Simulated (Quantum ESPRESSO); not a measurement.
## Rh (Fm-3m): coupling and resistivity with EPW

Aim: the electron–phonon coupling and the phonon-limited resistivity of Rh (Fm-3m), by Wannier interpolation to fine meshes.

Method: DFT PBEsol, scalar-relativistic, plane waves, PseudoDojo 0.4.1 norm-conserving pseudopotentials, in Quantum ESPRESSO 7.5.

The experiments to compare with:

For Rh (bulk crystal), “CRC Handbook of Chemistry and Physics, 84th edition, Electrical Resistivity of Pure Metals” (2003, CRC Press, section 12, read from Wikipedia's data page) quotes earlier work: resistivity at 273 K 4.3 μΩ cm.

“Specific Heats and Enthalpies of Technical Solids at Low Temperatures” (1960, NBS Monograph 21, table 3) quotes from earlier work for Rh (bulk crystal): Sommerfeld coefficient γ (electronic heat capacity coefficient, an early compilation) 4.9 mJ/(mol K²).

Most raw output is cut from this account.

## (1) The structure

The structure is cubic, space group Fm-3m (No. 225). The conventional cell has a = 3.796 Å, b = 3.796 Å, c = 3.796 Å, α = 90.00°, β = 90.00°, γ = 90.00°. Nearest to Rh lie 12 Rh at 2.68 Å.

## (2) Relaxation

The cell is relaxed under the functional used for all that follows.

File relax.in:

```
&control
   calculation = 'vc-relax'
   prefix = 'x'
   outdir = './tmp'
   pseudo_dir = './pseudo'
   tprnfor = .true.
   tstress = .true.
   etot_conv_thr = 1.0d-05
   forc_conv_thr = 4.0d-04
/
&system
   ibrav = 0
   nat = 1
   ntyp = 1
   ecutwfc = 88.0
   occupations = 'smearing'
   smearing = 'mv'
   degauss = 0.02
/
&electrons
   conv_thr = 1.0d-11
/
&ions
/
&cell
   press_conv_thr = 0.4
/
ATOMIC_SPECIES
 Rh    102.9055  Rh.upf
CELL_PARAMETERS angstrom
     0.000000000    1.897850000    1.897850000
     1.897850000    0.000000000    1.897850000
     1.897850000    1.897850000    0.000000000
ATOMIC_POSITIONS crystal
 Rh     0.000000000   0.000000000   0.000000000
K_POINTS automatic
 12 12 12 0 0 0
```

Started as:

```
OMP_NUM_THREADS=1 mpirun -n 8 pw.x -nk 8 -in relax.in > relax.out
```

Elapsed: 9.5 s, on 8 MPI ranks of Arm Neoverse V2, shared host.

Numbers from this step:

```yaml
free_energy: -3189.5970 eV
pressure: -0.02400 GPa
volume_per_atom: 13.51 Å³/atom
```

The volume ends at 13.51 Å³ an atom, -1.2 % from the start.

## (3) Ground state

Linear response needs a tightly converged ground state.

File scf.in:

```
&control
   calculation = 'scf'
   prefix = 'x'
   outdir = './tmp'
   pseudo_dir = './pseudo'
   tprnfor = .true.
   tstress = .true.
/
&system
   ibrav = 0
   nat = 1
   ntyp = 1
   ecutwfc = 88.0
   occupations = 'smearing'
   smearing = 'mv'
   degauss = 0.02
/
&electrons
   conv_thr = 1.0d-12
/
ATOMIC_SPECIES
 Rh    102.9055  Rh.upf
CELL_PARAMETERS angstrom
     0.000000000    1.890158600    1.890158600
     1.890158600    0.000000000    1.890158600
     1.890158600    1.890158600    0.000000000
ATOMIC_POSITIONS crystal
 Rh     0.000000000   0.000000000   0.000000000
K_POINTS automatic
 12 12 12 0 0 0
```

Started as:

```
OMP_NUM_THREADS=1 mpirun -n 8 pw.x -nk 8 -in scf.in > scf.out
```

Run time: 3 s. Hardware: 8 MPI ranks; 20 s of CPU time.

This step gave:

| Quantity | Value |
| --- | --- |
| Fermi energy | 23.00 eV |
| pressure | -0.02500 GPa |

The Fermi level lies at 23.00 eV and the pressure is -0.025 GPa.

## (4) Phonons on the coarse mesh

ph.x gives the dynamical matrices and the changes of the potential on a coarse q mesh, which EPW interpolates.

File ph.in:

```
phonons
&inputph
   prefix = 'x'
   outdir = './tmp'
   tr2_ph = 1.0d-14
   fildyn = 'x.dyn'
   fildvscf = 'dvscf'
   ldisp = .true.
   nq1 = 4
   nq2 = 4
   nq3 = 4
   alpha_mix(1) = 0.5
   amass(1) = 102.9055
/
```

Started as:

```
OMP_NUM_THREADS=1 mpirun -n 8 ph.x -nk 8 -in ph.in > ph.out
```

Elapsed: 9.5 min, on 8 MPI ranks; 69 min of CPU time.

Numbers from this step:

* lowest frequency off the zone centre: 102.8 cm⁻¹
* largest magnitude of the acoustic modes at the zone centre, before the sum rule: 17.83 cm⁻¹

Frequencies at the irreducible wavevectors:

| q1 | q2 | q3 | star | mode 1 (cm⁻¹) | mode 2 (cm⁻¹) | mode 3 (cm⁻¹) |
| --- | --- | --- | --- | --- | --- | --- |
| 0 | 0 | 0 | 1 | -17.8 | -17.8 | -17.8 |
| 0 | 0 | 0.25 | 8 | 102.8 | 102.8 | 205.5 |
| 0 | 0 | 0.5 | 4 | 146.5 | 146.5 | 251.8 |
| 0 | 0.25 | 0.25 | 6 | 140.5 | 140.5 | 216.2 |
| 0 | 0.25 | 0.5 | 24 | 170.4 | 188 | 235.4 |
| 0 | 0.25 | -0.25 | 12 | 145.4 | 177.1 | 234.3 |
| 0 | 0.5 | 0.5 | 3 | 196.5 | 196.5 | 246.3 |
| 0.25 | 0.5 | -0.25 | 6 | 196.8 | 212.4 | 212.4 |

The lowest mode off the zone centre lies at 103 cm⁻¹ and the highest of all solved modes at 252 cm⁻¹, so the solved wavevectors are stable. The acoustic modes at the centre lie within 18 cm⁻¹ of zero before the sum rule is imposed.

## (5) Bands for the check

Bands on a path serve later as the test of the Wannier interpolation; inside the frozen window, points that lie on the coarse mesh match by construction, and those between them test it.

File bands.in:

```
&control
   calculation = 'bands'
   prefix = 'x'
   outdir = './tmp'
   pseudo_dir = './pseudo'
   verbosity = 'high'
/
&system
   ibrav = 0
   nat = 1
   ntyp = 1
   ecutwfc = 88.0
   occupations = 'smearing'
   smearing = 'mv'
   degauss = 0.02
   nbnd = 31
/
&electrons
   conv_thr = 1.0d-10
/
ATOMIC_SPECIES
 Rh    102.9055  Rh.upf
CELL_PARAMETERS angstrom
     0.000000000    1.890158600    1.890158600
     1.890158600    0.000000000    1.890158600
     1.890158600    1.890158600    0.000000000
ATOMIC_POSITIONS crystal
 Rh     0.000000000   0.000000000   0.000000000
K_POINTS crystal
45
 0.37500000 0.37500000 0.75000000 0.02222222
 0.35000000 0.35000000 0.70000000 0.02222222
 0.32500000 0.32500000 0.65000000 0.02222222
 0.30000000 0.30000000 0.60000000 0.02222222
[the list of k-points goes on]
```

Started as:

```
OMP_NUM_THREADS=1 mpirun -n 8 pw.x -nk 8 -in bands.in > bands.out
```

Run time: 3.5 s. Hardware: 8 MPI ranks; 21 s of CPU time.

## (6) States on the coarse mesh

Wannier functions need the states on a full uniform k mesh, and the couplings need it to be a multiple of the q mesh.

File nscf.in:

```
&control
   calculation = 'nscf'
   prefix = 'x'
   outdir = './tmp'
   pseudo_dir = './pseudo'
   verbosity = 'high'
/
&system
   ibrav = 0
   nat = 1
   ntyp = 1
   ecutwfc = 88.0
   occupations = 'smearing'
   smearing = 'mv'
   degauss = 0.02
   nbnd = 31
/
&electrons
   conv_thr = 1.0d-11
/
ATOMIC_SPECIES
 Rh    102.9055  Rh.upf
CELL_PARAMETERS angstrom
     0.000000000    1.890158600    1.890158600
     1.890158600    0.000000000    1.890158600
     1.890158600    1.890158600    0.000000000
ATOMIC_POSITIONS crystal
 Rh     0.000000000   0.000000000   0.000000000
K_POINTS crystal
512
 0.00000000 0.00000000 0.00000000 0.00195312
 0.00000000 0.00000000 0.12500000 0.00195312
 0.00000000 0.00000000 0.25000000 0.00195312
 0.00000000 0.00000000 0.37500000 0.00195312
[the list of k-points goes on]
```

Started as:

```
OMP_NUM_THREADS=1 mpirun -n 8 pw.x -nk 8 -in nscf.in > nscf.out
```

It took 30 s on 8 MPI ranks.

Numbers from this step:

| Item | Value |
| --- | --- |
| Fermi energy | 23.07 eV |

## (7) Wannier functions and couplings

Projections Rh s, p, d start 9 Wannier functions; states up to 2.5 eV over the Fermi level are frozen, and the projected functions are kept without the localisation step. Hamiltonian, force constants and couplings go to real space.

File epw1.in:

```
--
&inputepw
   prefix = 'x'
   outdir = './tmp'
   dvscf_dir = './save'
   elph = .true.
   etf_mem = 1
   nbndsub = 9
   bands_skipped = 'exclude_bands = 1-4'
   use_ws = .true.
   vme = 'wannier'
   asr_typ = 'crystal'
   nk1 = 8
   nk2 = 8
   nk3 = 8
   nq1 = 4
   nq2 = 4
   nq3 = 4
   amass(1) = 102.9055
   epwwrite = .true.
   epwread = .false.
   wannierize = .true.
   num_iter = 0
   dis_win_max = 63.0
   dis_froz_max = 25.5
   proj(1) = 'Rh:s;p;d'
   wdata(1) = 'dis_num_iter = 600'
   wdata(2) = 'guiding_centres = .true.'
   wdata(3) = 'num_print_cycles = 50'
   wdata(4) = 'dis_mix_ratio = 0.7'
   band_plot = .true.
   filkf = 'path.dat'
   filqf = 'path.dat'
   fsthick = 100.0
   efermi_read = .true.
   fermi_energy = 22.9995
/
```

Started as:

```
OMP_NUM_THREADS=1 mpirun -n 8 epw.x -nk 8 -in epw1.in > epw1.out
```

The job ended after 4.8 min (8 MPI ranks).

This step gave:

```yaml
r_m_s_error_of_the_interpolated_bands_from_2_ev_under_to_1_ev_over_the_fermi_level: 6.2 meV
largest_error_in_that_range: 39.3 meV
lowest_interpolated_frequency_on_the_path: 0 cm⁻¹
```

The electronic bands at the labelled points (eV, zero at the Fermi level; # counts the bands kept):

| point | #1 | #2 | #3 | #4 | #5 | #6 | #7 | #8 |
| --- | --- | --- | --- | --- | --- | --- | --- | --- |
| K | -5.66 | -4.89 | -2.12 | -0.68 | 0.42 | 7.98 | 8.70 | 12.23 |
| 0.47 of the way | -5.08 | -4.12 | -3.11 | -1.96 | -1.75 | 1.30 | 15.03 | 16.56 |
| Γ | -8.15 | -3.16 | -3.16 | -3.16 | -0.98 | -0.98 | 16.13 | 21.64 |
| halfway | -6.34 | -3.30 | -2.78 | -2.78 | -0.82 | -0.82 | 15.25 | 17.73 |
| L | -6.29 | -3.23 | -3.23 | 0.63 | 0.63 | 0.66 | 8.80 | 15.62 |
| halfway | -5.14 | -4.26 | -2.73 | -2.04 | 0.42 | 5.49 | 8.58 | 16.23 |
| W | -5.16 | -3.90 | -3.90 | -1.21 | 1.06 | 9.74 | 9.74 | 11.41 |
| 0.43 of the way | -5.78 | -5.38 | -1.77 | -0.39 | 1.05 | 6.63 | 11.77 | 12.19 |
| X | -6.49 | -6.12 | 0.61 | 1.05 | 1.05 | 3.24 | 12.47 | 13.43 |

The same for Wannier interpolation:

| point | #1 | #2 | #3 | #4 | #5 | #6 | #7 | #8 |
| --- | --- | --- | --- | --- | --- | --- | --- | --- |
| K | -5.66 | -4.89 | -2.12 | -0.68 | 0.42 | 8.49 | 9.04 | 13.50 |
| Γ | -8.15 | -3.16 | -3.16 | -3.16 | -0.98 | -0.98 | 29.32 | 29.32 |
| L | -6.29 | -3.23 | -3.23 | 0.63 | 0.63 | 0.66 | 8.98 | 22.19 |
| W | -5.16 | -3.90 | -3.90 | -1.21 | 1.06 | 10.22 | 10.22 | 11.42 |
| X | -6.49 | -6.12 | 0.61 | 1.05 | 1.05 | 3.43 | 13.32 | 13.47 |

Phonon branches along the path, in cm⁻¹:

| point | branch 1 | branch 2 | branch 3 |
| --- | --- | --- | --- |
| K | 182 | 213 | 224 |
| 0.47 of the way | 125 | 153 | 227 |
| Γ | 0 | 0 | 0 |
| halfway | 104 | 104 | 206 |
| L | 148 | 148 | 252 |
| halfway | 166 | 187 | 236 |
| W | 198 | 213 | 213 |
| 0.43 of the way | 197 | 200 | 232 |
| X | 197 | 197 | 247 |

Near the Fermi level the interpolated bands miss those of pw.x by 6 meV r.m.s. and 39 meV at most, each level matched to the nearest interpolated one; the r.m.s. value is under the 60 meV set for going on.

## (8) Coupling and Tc: fine k 20×20×20, q 10×10×10, width 0.15 eV, window 0.61 eV

The couplings are interpolated to a fine mesh near the Fermi level; their sum gives α²F and λ, and the linearised gap equation gives Tc.

File a2f-1.in:

```
--
&inputepw
   prefix = 'x'
   outdir = './tmp'
   dvscf_dir = './save'
   elph = .true.
   etf_mem = 1
   nbndsub = 9
   bands_skipped = 'exclude_bands = 1-4'
   use_ws = .true.
   vme = 'wannier'
   asr_typ = 'crystal'
   nk1 = 8
   nk2 = 8
   nk3 = 8
   nq1 = 4
   nq2 = 4
   nq3 = 4
   amass(1) = 102.9055
   epwwrite = .false.
   epwread = .true.
   wannierize = .false.
   nkf1 = 20
   nkf2 = 20
   nkf3 = 20
   nqf1 = 10
   nqf2 = 10
   nqf3 = 10
   mp_mesh_k = .true.
   ephwrite = .true.
   eliashberg = .true.
   liso = .true.
   limag = .true.
   tc_linear = .true.
   tc_linear_solver = 'lapack'
   fsthick = 0.61
   degaussw = 0.15
   degaussq = 0.5
   nqstep = 500
   muc = 0.13
   wscut = 0.3
   nsiter = 500
   nstemp = 7
   temps = 0.5 1.0 2.0 4.0 8.0 16.0 32.0
/
```

Started as:

```
OMP_NUM_THREADS=1 mpirun -n 8 epw.x -nk 8 -in a2f-1.in > a2f-1.out
```

Wall time 2.1 min (8 MPI ranks); 14 min of CPU time.

This step gave:

- coupling constant λ: 0.3965
- log mean phonon energy ħω_log: 22.44 meV
- density of states at the Fermi level: 0.5445 states/eV a spin and cell
- Fermi level on the fine mesh: 23.03 eV

The a2F by phonon energy; read off at these points:

| phonon energy (meV) | a2F |
| --- | --- |
| 4.0 | 0 |
| 5.0 | 0.00111 |
| 6.0 | 0.00234 |
| 7.0 | 8.8e-4 |
| 8.0 | 0.00320 |
| 9.0 | 0.00119 |
| 10.0 | 0.00466 |
| 11.0 | 0.0219 |
| 12.0 | 0.0189 |
| 13.0 | 0.00637 |
| 14.0 | 0.0207 |
| 15.0 | 0.0780 |
| 16.0 | 0.0554 |
| 17.0 | 0.0941 |
| 18.0 | 0.209 |
| 19.0 | 0.261 |
| 19.3 | 0.288 |
| 20.0 | 0.236 |
| 21.0 | 0.357 |
| 21.6 | 0.410 |
| 22.0 | 0.379 |
| 23.0 | 0.376 |
| 24.0 | 0.490 |
| 24.3 | 0.540 |
| 25.0 | 0.307 |
| 26.0 | 0.172 |
| 27.0 | 0.222 |
| 28.0 | 0.290 |
| 28.7 | 0.557 |
| 29.0 | 0.529 |
| 30.0 | 0.349 |
| 31.0 | 0.0600 |
| 32.0 | 5.2e-4 |
| 33.0 | 0 |

Tc lies where the eigenvalue is 1; mu* = 0.13. Eigenvalue against temperature:

| T (K) | largest eigenvalue of the linearised gap equation |
| --- | --- |
| 0.5 | 1.193 |
| 1 | 1.013 |
| 2 | 0.8333 |
| 4 | 0.6561 |
| 8 | 0.4813 |
| 16 | 0.3124 |
| 32 | 0.1536 |

λ = 0.396 and ħω_log = 22.4 meV. The eigenvalue passes 1 near 1.1 K.

## (9) Resistivity: fine k 24×24×24, q 12×12×12, adaptive width, window 0.32 eV

The Boltzmann equation is solved by iteration on a fine mesh; only states within the window around the Fermi level enter.

File bte-1.in:

```
--
&inputepw
   prefix = 'x'
   outdir = './tmp'
   dvscf_dir = './save'
   elph = .true.
   etf_mem = 1
   nbndsub = 9
   bands_skipped = 'exclude_bands = 1-4'
   use_ws = .true.
   vme = 'wannier'
   asr_typ = 'crystal'
   nk1 = 8
   nk2 = 8
   nk3 = 8
   nq1 = 4
   nq2 = 4
   nq3 = 4
   amass(1) = 102.9055
   epwwrite = .false.
   epwread = .true.
   wannierize = .false.
   nkf1 = 24
   nkf2 = 24
   nkf3 = 24
   nqf1 = 12
   nqf2 = 12
   nqf3 = 12
   mp_mesh_k = .true.
   scattering = .true.
   iterative_bte = .true.
   epmatkqread = .false.
   assume_metal = .true.
   int_mob = .false.
   carrier = .false.
   ngaussw = -99
   mob_maxiter = 200
   broyden_beta = 0.7
   fsthick = 0.32
   degaussw = 0.0
   nstemp = 6
   temps = 150 200 273 300 400 500
   restart = .false.
   selecqread = .false.
/
```

Started as:

```
OMP_NUM_THREADS=1 mpirun -n 8 epw.x -nk 8 -in bte-1.in > bte-1.out
```

Run time: 2.3 min. Hardware: 8 MPI ranks.

Numbers from this step:

| Property | Result |
| --- | --- |
| iterations | 24 |
| resistivity at 300 K | 5.483 μΩ cm |

Resistivity, by row:

| T (K) | rho_xx (μΩ cm) | rho_yy | rho_zz | relaxation-time approximation, mean of the axes (μΩ cm) |
| --- | --- | --- | --- | --- |
| 150 | 3.064 | 3.064 | 3.064 | 3.146 |
| 200 | 3.925 | 3.925 | 3.925 | 3.999 |
| 273 | 5.081 | 5.081 | 5.081 | 5.144 |
| 300 | 5.483 | 5.483 | 5.483 | 5.537 |
| 400 | 6.888 | 6.888 | 6.888 | 6.887 |
| 500 | 8.193 | 8.193 | 8.193 | 8.128 |

ρ(300 K) = 5.48 μΩ cm; the relaxation-time start gave 5.54. One mesh does not show convergence. The largest adaptive width printed is 0.71 eV, against a window of 0.32 eV outside which no state is counted.

(Continued in part 2 of 2.)

[The logs of pw.x and epw.x are selected lines.]

[Logs are printed without paths, hosts, clocks, repeated set-up lines and the standing remarks that a program may print on its own settings, such as how far it seeks lower states.]

[Hosts, paths, dates, database ids (printed as entryN), source tags and the programs' standing remarks are cut or masked in the printed files.]
